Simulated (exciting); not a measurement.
## B K-edge absorption of BN (Qingsongite), all-electron BSE

Wanted: the near-edge spectrum and the bound core excitons at the B K edge of BN (Qingsongite).

Calculated with exciting sodium; X-ray absorption, core-level Bethe-Salpeter equation, exchange and statically screened direct term, Tamm-Dancoff, all-electron LAPW+lo PBE.

This is a report of a sequence of runs, with most program output left out.

## Step 1: The starting structure

Symmetry: F-43m, No. 216, cubic system. Conventional cell: a = 3.615 Å, b = 3.615 Å, c = 3.615 Å, α = 90.00°, β = 90.00°, γ = 90.00°. Nearest to N lie 4 B at 1.57 Å. Nearest to B lie 4 N at 1.57 Å. Farther neighbours and most contacts between anions are not listed.

As a file:

```xyz
2
Lattice="0.0000 1.8075 1.8075 1.8075 0.0000 1.8075 1.8075 1.8075 0.0000" Properties=species:S:1:pos:R:3 pbc="T T T"
N     2.7113    2.7113    2.7113
B     0.0000    0.0000    0.0000
```

Differences between curves are given as r.m.s. difference over r.m.s. height.

## Step 2: The self-consistent potential

The species files are the program's own, with muffin-tin radii set in the input.

The input, input.xml:

```
<input>
  <title>BN</title>
  <structure speciespath="." autormt="false" epslat="1.0e-5">
    <crystal>
      <basevect>0.0000000000 3.4156799696 3.4156799696</basevect>
      <basevect>3.4156799696 0.0000000000 3.4156799696</basevect>
      <basevect>3.4156799696 3.4156799696 0.0000000000</basevect>
    </crystal>
    <species speciesfile="N.xml" rmt="1.435">
      <atom coord="0.7500000000 0.7500000000 0.7500000000"/>
    </species>
    <species speciesfile="B.xml" rmt="1.435">
      <atom coord="0.0000000000 0.0000000000 0.0000000000"/>
    </species>
  </structure>
  <groundstate do="fromscratch" xctype="GGA_PBE" ngridk="7 7 7" rgkmax="7" gmaxvr="14" nempty="8" swidth="0.001" maxscl="100" epsengy="1e-5"/>
</input>
```

On the command line:

```bash
$ OMP_NUM_THREADS=1 mpirun -n 4 exciting
```

Wall time 9 s (4 MPI ranks of Arm Neoverse V1, shared host).

The mesh shows a gap of 4.73 eV. Core levels (Dirac, from the valence top):

| atom | level | energy (eV) |
| --- | --- | --- |
| N | 1s1/2 | -375.2 |
| B | 1s1/2 | -172.6 |

## Step 3: A richer basis for the empty states

Each species file gets more local orbitals, built from u and its energy derivative at 0.15 Ha and u at 0.9 Ha.

input.xml is that of step 2.

The input, SPECIES.xml, added lines:

```
<lo l="L">  <!-- L = 0, 1, 2 -->
  <wf matchingOrder="0" trialEnergy="0.1500" searchE="false"/>
  <wf matchingOrder="1" trialEnergy="0.1500" searchE="false"/>
  <wf matchingOrder="0" trialEnergy="0.9000" searchE="false"/>
</lo>
```

On the command line:

```bash
$ OMP_NUM_THREADS=1 mpirun -n 4 exciting
```

Run time: 9 s. Hardware: 4 MPI ranks.

Against the first ground state the total energy moves by -2 meV an atom and the gap by 0.00 eV.

## Step 4: Screening, kernels and BSE for B atom 2

The absorber has 4 N at 1.57 Å (tetrahedral, site symmetry -43m).

input.xml, as its differences from that of step 3:

```diff
@@ -15,3 +15,20 @@
   </structure>
-  <groundstate do="fromscratch" xctype="GGA_PBE" ngridk="7 7 7" rgkmax="7" gmaxvr="14" nempty="8" swidth="0.001" maxscl="100" epsengy="1e-5"/>
+  <groundstate do="skip" xctype="GGA_PBE" ngridk="7 7 7" rgkmax="7" gmaxvr="14" nempty="8" swidth="0.001" maxscl="100" epsengy="1e-5"/>
+  <xs xstype="BSE" ngridk="6 6 6" ngridq="6 6 6" vkloff="0.097 0.273 0.493" rgkmax="7" nempty="12" gqmax="3" lmaxapwwf="5" lmaxemat="2" broad="0.01654" tevout="true">
+    <energywindow intv="6.075 7.692" points="439"/>
+    <screening screentype="full" nempty="25"/>
+    <BSE xas="true" xasspecies="2" xasatom="1" xasedge="K" bsetype="singlet" nstlxas="1 8"/>
+    <qpointset>
+      <qpoint>0 0 0</qpoint>
+    </qpointset>
+    <plan>
+      <doonly task="xsgeneigvec"/>
+      <doonly task="writepmatxs"/>
+      <doonly task="scrgeneigvec"/>
+      <doonly task="scrwritepmat"/>
+      <doonly task="screen"/>
+      <doonly task="scrcoulint"/>
+      <doonly task="exccoulint"/>
+    </plan>
+  </xs>
 </input>
```

The input, input.xml for the last start (plan only):

```
  <plan>
    <doonly task="bse"/>
  </plan>
```

On the command line:

```bash
$ OMP_NUM_THREADS=1 mpirun -n 4 exciting
$ OMP_NUM_THREADS=4 exciting
```

Run time: 3.7 min. Hardware: 4 MPI ranks.

Wall time by task: xsgeneigvec 2.2 s, writepmatxs 4.4 s, scrgeneigvec 2.1 s, scrwritepmat 1.4 s, screen 30 s, scrcoulint 1.9 min, exccoulint 42 s, bse 21 s.

The B K spectrum of B atom 2 (energy from the Kohn–Sham onset, core level to the lowest empty state found on the meshes used, 177.31 eV; the ground-state mesh sets it, and the shifted mesh has its lowest transition 0.02 eV above it; Im ε scaled to the maximum of the singlet run; cut below the end of the band set):

```
E (eV)  Im ε
  -4.5  0.02
  -4.0  0.03
  -3.5  0.04
  -3.0  0.05
  -2.5  0.07
  -2.0  0.10
  -1.5  0.18
  -1.0  0.41
  -0.5  0.80
   0.0  0.88
   0.5  1.00
   1.0  0.92
   1.5  0.80
   2.0  0.64
   2.5  0.53
   3.0  0.40
   3.5  0.33
   4.0  0.29
   4.5  0.27
   5.0  0.25
   5.5  0.22
   6.0  0.21
   6.5  0.19
   7.0  0.18
   7.5  0.18
   8.0  0.17
   8.5  0.17
   9.0  0.16
   9.5  0.14
  10.0  0.13
  10.5  0.11
  11.0  0.10
  11.5  0.07
  12.0  0.06
  12.5  0.05
  13.0  0.07
  13.5  0.09
  14.0  0.09
  14.5  0.09
  15.0  0.08
  15.5  0.07
  16.0  0.07
  16.5  0.08
  17.0  0.10
  17.5  0.14
  18.0  0.21
  18.5  0.38
  19.0  0.48
```

Maxima (height): 0.5 eV (1.00) and 18.9 eV (0.49).

The Hamiltonian has 3456 rows. The lowest groups of eigenvalues and the brightest ones, on the scale above (the program counts from the shifted mesh's onset, 0.02 eV higher). Core spinors bring spin-forbidden partners, so dark means forbidden by spin or by symmetry, and the shifted mesh splits states that symmetry would keep together:

| energy (eV) | states within 10 meV | relative strength |
| --- | --- | --- |
| -0.753 | 1 | dark |
| -0.691 | 1 | 0.34 |
| -0.600 | 1 | dark |
| -0.589 | 1 | dark |
| -0.509 | 2 | 1.00 |
| -0.255 | 1 | dark |
| 0.005 | 1 | 0.34 |
| 0.470 | 1 | 0.41 |
| 0.500 | 1 | 0.49 |
| 1.311 | 1 | 0.32 |
| 1.324 | 1 | 0.33 |

## Step 5: Independent particles

input.xml, as its differences from that of step 4:

```diff
@@ -19,3 +19,3 @@
     <screening screentype="full" nempty="25"/>
-    <BSE xas="true" xasspecies="2" xasatom="1" xasedge="K" bsetype="singlet" nstlxas="1 8"/>
+    <BSE xas="true" xasspecies="2" xasatom="1" xasedge="K" bsetype="IP" nstlxas="1 8"/>
     <qpointset>
@@ -24,9 +24,3 @@
     <plan>
-      <doonly task="xsgeneigvec"/>
-      <doonly task="writepmatxs"/>
-      <doonly task="scrgeneigvec"/>
-      <doonly task="scrwritepmat"/>
-      <doonly task="screen"/>
-      <doonly task="scrcoulint"/>
-      <doonly task="exccoulint"/>
+      <doonly task="bse"/>
     </plan>
```

On the command line:

```bash
$ OMP_NUM_THREADS=4 exciting
```

Wall time 1.5 s (4 threads).

Maxima (height): 6.2 eV (0.46), 11.0 eV (0.38) and 15.2 eV (0.14). The spectrum differs from the singlet run by 94 % r.m.s. Moving the earlier curve by +5.7 eV leaves 48 %. The highest maximum lies at 6.2 eV (0.46), against 0.5 eV (1.00).

## Step 6: Exchange alone

input.xml, as its differences from that of step 5:

```diff
@@ -19,3 +19,3 @@
     <screening screentype="full" nempty="25"/>
-    <BSE xas="true" xasspecies="2" xasatom="1" xasedge="K" bsetype="IP" nstlxas="1 8"/>
+    <BSE xas="true" xasspecies="2" xasatom="1" xasedge="K" bsetype="RPA" nstlxas="1 8"/>
     <qpointset>
```

On the command line:

```bash
$ OMP_NUM_THREADS=4 exciting
```

The job ended after 21 s (4 threads).

Maxima (height): 6.6 eV (0.42), 11.0 eV (0.40) and 15.2 eV (0.15). Against the independent-particle run the r.m.s. difference is 9 %. The highest maximum lies at 6.6 eV (0.42), against 6.2 eV (0.46).

## Step 7: Direct term alone

input.xml, as its differences from that of step 6:

```diff
@@ -19,3 +19,3 @@
     <screening screentype="full" nempty="25"/>
-    <BSE xas="true" xasspecies="2" xasatom="1" xasedge="K" bsetype="RPA" nstlxas="1 8"/>
+    <BSE xas="true" xasspecies="2" xasatom="1" xasedge="K" bsetype="triplet" nstlxas="1 8"/>
     <qpointset>
```

On the command line:

```bash
$ OMP_NUM_THREADS=4 exciting
```

It took 20 s on 4 threads.

Maxima (height): -0.5 eV (1.13), 0.2 eV (1.08) and 18.8 eV (0.45). Against the singlet run the r.m.s. difference is 22 %. The highest maximum lies at -0.5 eV (1.13), against 0.5 eV (1.00).

## Step 8: Coarser mesh

Changed against the first singlet run: k mesh from 6×6×6 to 4×4×4.

input.xml, as its differences from that of step 7:

```diff
@@ -16,6 +16,6 @@
   <groundstate do="skip" xctype="GGA_PBE" ngridk="7 7 7" rgkmax="7" gmaxvr="14" nempty="8" swidth="0.001" maxscl="100" epsengy="1e-5"/>
-  <xs xstype="BSE" ngridk="6 6 6" ngridq="6 6 6" vkloff="0.097 0.273 0.493" rgkmax="7" nempty="12" gqmax="3" lmaxapwwf="5" lmaxemat="2" broad="0.01654" tevout="true">
+  <xs xstype="BSE" ngridk="4 4 4" ngridq="4 4 4" vkloff="0.097 0.273 0.493" rgkmax="7" nempty="12" gqmax="3" lmaxapwwf="5" lmaxemat="2" broad="0.01654" tevout="true">
     <energywindow intv="6.075 7.692" points="439"/>
     <screening screentype="full" nempty="25"/>
-    <BSE xas="true" xasspecies="2" xasatom="1" xasedge="K" bsetype="triplet" nstlxas="1 8"/>
+    <BSE xas="true" xasspecies="2" xasatom="1" xasedge="K" bsetype="singlet" nstlxas="1 8"/>
     <qpointset>
@@ -24,3 +24,9 @@
     <plan>
-      <doonly task="bse"/>
+      <doonly task="xsgeneigvec"/>
+      <doonly task="writepmatxs"/>
+      <doonly task="scrgeneigvec"/>
+      <doonly task="scrwritepmat"/>
+      <doonly task="screen"/>
+      <doonly task="scrcoulint"/>
+      <doonly task="exccoulint"/>
     </plan>
```

The input, input.xml for the last start (plan only):

```
  <plan>
    <doonly task="bse"/>
  </plan>
```

On the command line:

```bash
$ OMP_NUM_THREADS=1 mpirun -n 4 exciting
$ OMP_NUM_THREADS=4 exciting
```

Wall time 36 s (4 MPI ranks).

These settings are cheaper. The spectrum differs from the singlet run by 7 % r.m.s. The highest maximum lies at 1.2 eV (1.00), against 0.5 eV (1.00). The first bright state moves from -0.69 to -0.72 eV. The lowest bare transition of this run lies at 0.35 eV, against 0.02. A coarse mesh samples few band energies, and it inflates the long-range part of the attraction.

```
E (eV)  first run  this run
  -4.0       0.03      0.03
  -3.0       0.05      0.05
  -2.0       0.10      0.10
  -1.0       0.41      0.40
   0.0       0.88      0.88
   1.0       0.92      0.97
   2.0       0.64      0.60
   3.0       0.40      0.43
   4.0       0.29      0.29
   5.0       0.25      0.25
   6.0       0.21      0.20
   7.0       0.18      0.16
   8.0       0.17      0.17
   9.0       0.16      0.18
  10.0       0.13      0.13
  11.0       0.10      0.10
  12.0       0.06      0.06
  13.0       0.07      0.07
  14.0       0.09      0.08
  15.0       0.08      0.08
  16.0       0.07      0.07
  17.0       0.10      0.10
  18.0       0.21      0.24
  19.0       0.48      0.45
```

## Step 9: From independent particles to the full kernel

| level | curve passes 0.15 (eV) | highest maximum (eV) | its height |
| --- | --- | --- | --- |
| IP | 3.1 | 6.2 | 0.46 |
| RPA | 3.4 | 6.6 | 0.42 |
| direct only | -1.9 | -0.5 | 1.13 |
| singlet | -1.6 | 0.5 | 1.00 |

```
E (eV)    IP   RPA  direct only  singlet
  -4.0  0.01  0.01         0.03     0.03
  -3.0  0.01  0.01         0.06     0.05
  -2.0  0.01  0.01         0.14     0.10
  -1.0  0.01  0.01         0.67     0.41
   0.0  0.03  0.02         1.07     0.88
   1.0  0.05  0.04         0.85     0.92
   2.0  0.09  0.07         0.54     0.64
   3.0  0.15  0.12         0.33     0.40
   4.0  0.26  0.21         0.26     0.29
   5.0  0.35  0.30         0.22     0.25
   6.0  0.45  0.40         0.19     0.21
   7.0  0.43  0.41         0.16     0.18
   8.0  0.37  0.36         0.16     0.17
   9.0  0.35  0.34         0.14     0.16
  10.0  0.36  0.36         0.12     0.13
  11.0  0.38  0.40         0.09     0.10
  12.0  0.32  0.36         0.06     0.06
  13.0  0.16  0.18         0.06     0.07
  14.0  0.12  0.13         0.09     0.09
  15.0  0.14  0.14         0.08     0.08
  16.0  0.11  0.12         0.07     0.07
  17.0  0.08  0.08         0.10     0.10
  18.0  0.08  0.08         0.22     0.21
  19.0  0.10  0.09         0.42     0.48
```

## Step 10: What came out

| Quantity | Value |
| --- | --- |
| absorber and edge | B K, atom 2 |
| surroundings | 4 N at 1.57 Å (tetrahedral, site symmetry -43m) |
| first bright state | -0.69 eV from the Kohn–Sham onset, on this mesh |
| highest maximum | 0.5 eV |
| cost of the BSE run | 3.7 min on 4 MPI ranks of Arm Neoverse V1, shared host; the last task ran on as many threads |

In words: Is a core exciton bound? Yes on this mesh: the first bright state (over 5 % of the brightest) lies at -0.69 eV from the Kohn–Sham onset; weaker or dark states reach down to -0.75 eV. Exchange alone changes the independent-particle spectrum by 9 % r.m.s. Leaving exchange out of the full kernel changes the spectrum by 22 % r.m.s. Binding energies aren't converged on 216 k points. Exchange and the short-range direct term aren't converged in the kernel cutoff. The zero comes from the unshifted 7×7×7 ground-state mesh; it is exact only where the band minimum lies on that mesh. The Kohn–Sham onset, 177 eV, is no photon energy (tabulated edge of the element: 188 eV): the scale needs a rigid shift. No quasiparticle correction widens the gap or stretches the bands. Vibrations and energy-dependent lifetimes are left out. The structure is a published determination, not relaxed.

[Logs are printed without paths, hosts, clocks, repeated set-up lines and the standing remarks that a program may print on its own settings, such as how far it seeks lower states.]

[Hosts, paths, dates, database ids (printed as entryN), source tags and the programs' standing remarks are cut or masked in the printed files.]
